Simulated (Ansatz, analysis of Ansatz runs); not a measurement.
# Reproducing a measured local vibrational mode: Al-H pair in Si, part 2 of 2

Aim: the local vibrational mode of the Al-H pair in Si, to be set beside the measurement. Set-up: PBE, 64-site cell, PBE lattice, 420 eV, k: 2x2x2 shifted 0.5 0.5 0.5. The model is a cell of 64 host atoms with Al put on another atom's site and H put in between. The frequencies come from force constants among the defect atom and its neighbours, with the masses of the isotopes named. This set-up takes another sampling or smearing than the usual one for this cell.

Ansatz 0.2.0; PBE, 64-site cell, PBE lattice, 420 eV, k: 2x2x2 shifted 0.5 0.5 0.5.

So far: Starting point; Relaxation, charge 0.

### Step 2. Relaxation, charge 0 (continued)

Level of this step: plane-wave PAW DFT, PBE; relaxation of all atoms of a defect supercell (Ansatz).

Relaxation path:

| step | energy less that of the first step (eV) | largest force component (eV/Å) |
| --- | --- | --- |
| 1 | 0.0000 | 1.7103 |
| 2 | -0.6643 | 0.3134 |
| 3 | -0.7058 | 0.0773 |
| 4 | -0.7074 | 0.0265 |
| 5 | -0.7076 | 0.0072 |
| 6 | -0.7077 | 0.0077 |
| 7 | -0.7077 | 0.0085 |
| 8 | -0.7086 | 0.0463 |
| 9 | -0.7088 | 0.1125 |
| 10 | -0.6916 | 0.2465 |
| 11 | -0.7210 | 0.0351 |
| 12 | -0.7244 | 0.0325 |
| 13 | -0.7258 | 0.0374 |
| 14 | -0.7283 | 0.0402 |
| 15 | -0.7297 | 0.0319 |
| 16 | -0.7299 | 0.0131 |
| 17 | -0.7300 | 0.0047 |

Relaxation step 10 was tried and not accepted.

The atoms that moved most (Å, from the sites as typed, ahead of the random displacement, the mean shift of all atoms taken out):

| atom | dx | dy | dz | length |
| --- | --- | --- | --- | --- |
| H65 | 0.154 | 0.155 | -0.520 | 0.564 |
| Si27 | -0.100 | 0.060 | 0.073 | 0.138 |
| Si42 | 0.060 | -0.100 | 0.073 | 0.138 |
| Si49 | 0.083 | 0.083 | -0.023 | 0.119 |
| Si7 | 0.009 | -0.073 | -0.062 | 0.096 |
| Si6 | -0.073 | 0.009 | -0.062 | 0.096 |
| Al8 | -0.058 | -0.058 | -0.006 | 0.082 |
| Si53 | 0.050 | 0.050 | 0.002 | 0.070 |

Neighbours of the ideal centre at the end:

| atom | distance (Å) |
| --- | --- |
| H65 | 0.872 |
| Al8 | 0.937 |
| Si4 | 2.119 |
| Si49 | 2.726 |
| Si27 | 2.733 |
| Si42 | 2.734 |
| Si5 | 3.428 |
| Si6 | 3.524 |
| Si7 | 3.526 |

Neighbours of the added atoms: H65: Si4 1.53, Al8 1.72, Si49 2.75 Å.

Read from the output:

- free energy: -40608.1201 eV

The relaxation ends 11 meV an atom lower than the displaced start, with a largest force component of 0.0047 eV/Å.

### Step 3. Local vibrational modes

A local mode lives on the defect and the atoms next to it, so only the sites listed in the input are displaced, which costs far fewer SCF runs than the whole cell would.

This step: plane-wave PAW DFT, PBE; finite-displacement force constants among the atoms nearest to a defect, the others at rest.

Contents of modes/input.yaml:

```yaml
crystal:
  lattice:
    - [10.93956649, 0.0, 0.0]
    - [0.0, 10.93956649, 0.0]
    - [0.0, 0.0, 10.93956649]
  atoms:
    - { symbol: Si, position: [0.0021493, 0.002014306, 0.251149603] }
    - { symbol: Si, position: [-0.003672876, 0.249048548, -0.002912291] }
[... 1 atom line left out ...]
    - { symbol: Si, position: [0.235223181, 0.2350755, 0.2313691] }
    - { symbol: Si, position: [0.125551867, 0.1254102, 0.380263958] }
    - { symbol: Si, position: [0.118592843, 0.375959101, 0.11928597] }
    - { symbol: Si, position: [0.376084623, 0.118437969, 0.119262496] }
    - { symbol: Al, position: [0.393686285, 0.393562486, 0.398138574] }
[... 12 atom lines left out ...]
    - { symbol: Si, position: [0.122761672, 0.626846161, 0.375400778] }
[... 1 atom line left out ...]
    - { symbol: Si, position: [0.376000574, 0.625606353, 0.125666371] }
[... 3 atom lines left out ...]
    - { symbol: Si, position: [0.241059115, 0.505608582, 0.506615589] }
[... 10 atom lines left out ...]
    - { symbol: Si, position: [0.625730279, 0.375863763, 0.125664722] }
[... 3 atom lines left out ...]
    - { symbol: Si, position: [0.505735116, 0.240946715, 0.506635691] }
[... 6 atom lines left out ...]
    - { symbol: Si, position: [0.507810296, 0.507675908, 0.247822982] }
[... 15 atom lines left out ...]
    - { symbol: H, position: [0.330731133, 0.330740001, 0.268860434] }
basis:
  ecutwfc: 420
  xc_grid: 2
hamiltonian:
  xc: pbe
kpoints:
  mp_grid: { grid: [2, 2, 2], shift: [0.5, 0.5, 0.5] }
scf:
  occupations: { method: fermi_dirac, width: 0.01 }
  max_iter: 120
output: {}
checkpoint:
  read: "../relax.run"
phonons:
  supercell: [1, 1, 1]
  displaced_sites: [3, 5, 7, 48, 64]
```

Launch:

```sh
$ ansatz run input.yaml --threads 4 --pin off --max-ram 7536MiB --backend cpu --events-out ev --progress --plain --runs-dir out
```

Numbers of over 12 decimals in the logs are rounded to 6 here.

The program printed:

```text
[...]
Crystal: 65 atoms, lattice volume = 1309.183 Å³
Basis set: ecut = 420 eV, 25677 PW (Γ), exchange–correlation on 150×150×150 points (8 copies of the dense FFT grid, shifted against one another)
Bands: 193, of which v1, the nominal top of the filled ones, is band 128 counted from 1 (127 counted from 0)
Symmetry: 1 space group operations
k-points: 4 of 8 (time reversal used)
[...]
iter 1 solved again at ethr=2.66e-11 eV; its pass at ethr=3.10e-3 eV (dr2=6.82e-8 eV) is discarded
[...]
SCF iter   5: F=-40608.120147 eV  HF=-40608.120147 eV  |F-HF|=0.00e0  |Δ(HF+E_count)|=  8.00e-11  Δρ=1.73e-8  dr2=8.91e-12  ethr=1.00e-12  ⟨swp⟩=4.0  Hψ=2093  notcnv=0
SCF 1 converged in 5 iterations: F = -40608.120147 eV  dr2 = 8.91e-12
[...]
SCF 2 converged in 7 iterations: F = -40608.120103 eV  dr2 = 4.52e-12
[...]
symmetry images taken by strict's conditions (phonons.symmetry_images: auto; settled by no image being taken that strict refuses)
  force constants formed among 5 of 65 sites (Si 3, Si 5, Al 7, Si 48, H 64); the other 60 at rest. The modes move the named sites alone.
  the frequencies, the zero-point energy and the sums are of the block with the acoustic sum rule laid on its rows. Row sums over every site: 1.2e-4 eV/Å² at the most
  transpose residual: 5.1e-5 eV/Å²
  largest component of a force at the reference: 4.7e-3 eV/Å on a named site, 1.2e-3 eV/Å on a site at rest
  frequencies among the named sites at Γ of the cell (cm⁻¹): 148.63 190.36 235.43 244.72 296.59 340.56 350.79 355.29 367.79 373.00 396.16 443.26 457.37 816.20 2099.36
  unstable modes among the named sites: 0
  frequencies as built, with no sum rule (cm⁻¹): 148.63 190.36 235.43 244.72 296.60 340.56 350.79 355.29 367.79 373.00 396.16 443.26 457.37 816.20 2099.36
  zero-point energy: 0.441106 eV/cell   skipped modes (ω ≤ 0): 0
  not written: the harmonic force-constant file, the file of eigenvectors (these modes' are written with the force constants), the density of states and the dispersion, which are of every site
[key lines of the parts left out:]
SCF converged after 5 iterations
Free energy (F): -40608.120147 eV
Fermi energy:    6.340054 eV
```

Run time: 20 min. Hardware: 4 threads of Arm Neoverse V1, shared host; peak memory 4.6 GiB; 79 min of CPU time.

Numbers from this step:

```yaml
free_energy: -40608.1201 eV
```

The modes with the largest weight on the probed atoms (the light atom of a pair), for the masses of each isotope. Modes of the displaced atoms (local only where they lie over the host's phonons):

| isotopes | mode (cm⁻¹) | share of the defect atoms |
| --- | --- | --- |
| H | 2100 | 0.981 |
| H | 816.3 | 0.865 |
| H | 296.6 | 0.601 |
| D | 1499 | 0.962 |
| D | 617.4 | 0.734 |
| D | 215.7 | 0.679 |

### Step 4. Outcome

| Property | Result |
| --- | --- |
| distance from the defect atom to its nearest neighbour | 1.535 Å |
| Si-H stretch, 1H | 2100 cm⁻¹ |
| time of the whole chain | 29 min on 4 threads |

Si-H stretch, 1H: computed 2100 cm⁻¹, measured 2201 cm⁻¹; 101 cm⁻¹ (5 %) below the measurement. The computed value is harmonic, while the measured line is the anharmonic fundamental, which for X–H stretches usually lies a few per cent lower. Only the named neighbours move, so modes near the host's band are approximate.

[Logs are printed without paths, hosts, clocks, repeated set-up lines and the standing remarks that a program may print on its own settings, such as how far it seeks lower states.]

[Hosts, paths, dates, database ids (printed as entryN), source tags and the programs' standing remarks are cut or masked in the printed files.]

[For some hosts the program warned that the k-mesh of the response run may be too coarse for force constants and the static dielectric constant; such warnings are not shown here.]
